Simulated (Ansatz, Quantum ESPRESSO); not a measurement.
## HfO2 (001), fluorite: a film clamped to its substrate

A thin film takes the in-plane lattice of its substrate and is free along the normal. How do the free axis and the stress follow the misfit? The strained cell has c along the film normal; unstrained it is a = 3.5509 Å, b = 3.5509 Å, c = 5.0217 Å, α = 90.00°, β = 90.00°, γ = 90.00°, with 6 atoms. The symmetry of the cell is held, so distortions that would lower it, which this phase may prefer, aren't tested.

Calculated with Quantum ESPRESSO 7.5, PBEsol, PseudoDojo 0.4.1 norm-conserving potentials, cutoff 1170 eV, Fermi–Dirac smearing 0.02 eV, k-mesh 8×8×6, no spin polarisation, no spin-orbit coupling.

Relaxed positions at 0 %:

```csv
atom,x,y,z
Hf,0.0000,0.0000,0.0000
Hf,0.5000,0.5000,0.5000
O,0.5000,0.0000,0.2500
O,0.5000,0.0000,0.7500
O,0.0000,0.5000,0.7500
O,0.0000,0.5000,0.2500
```

| ε∥ (%) | a (Å) | c (Å) | ε⊥ (%) | σ (GPa, tension positive) |
| --- | --- | --- | --- | --- |
| −3 | 3.4443 | 5.0822 | 1.205 | −21.95 |
| −2 | 3.4798 | 5.0607 | 0.777 | −14.13 |
| 0 | 3.5509 | 5.0217 | 0.000 | 0.02 |
| 1 | 3.5864 | 5.0040 | −0.352 | 6.37 |
| 2 | 3.6219 | 4.9877 | −0.678 | 12.29 |
| 3 | 3.6574 | 4.9726 | −0.977 | 17.78 |

**Question.** Fit both responses and give the free strain and the stress at −1 %, a row left out above.

Least squares with y = y0 + y1 ε + y2 ε² (ε in %) gives ε⊥ = −0.001 + (−0.3637) ε + (0.0127) ε² and σ = 0.01 + (6.616) ε + (−0.232) ε² GPa. The linear terms put the ratio of free to applied strain at −0.364 and the biaxial modulus at 662 GPa.

At −1 % the free strain comes out as 0.376 %. The run itself gives 0.375 %, so the estimate misses by 0.001 %, a rounding's worth.

The stress comes out as −6.84 GPa. The run itself gives −6.82 GPa, so the estimate misses by 0.02 GPa; the fitted rows themselves lie up to 0.02 GPa off the law.

For a cubic crystal strained in (001), ε⊥/ε∥ = −R with R = 2C12/C11, the modulus is C11 + C12 − 2C12²/C11 = C11(1 + R/2 − R²/2), so C11 = 593 GPa and C12 = 108 GPa.

The negative ε² term means that the crystal stiffens in compression and softens in tension.

The same fit over all rows at other levels or in other programs gives the strain ratio = −0.378 with PBEsol (Ansatz) and −0.375 with PBEsol (Quantum ESPRESSO, GBRV).

[Logs are printed without paths, hosts, clocks, repeated set-up lines and the standing remarks that a program may print on its own settings, such as how far it seeks lower states.]
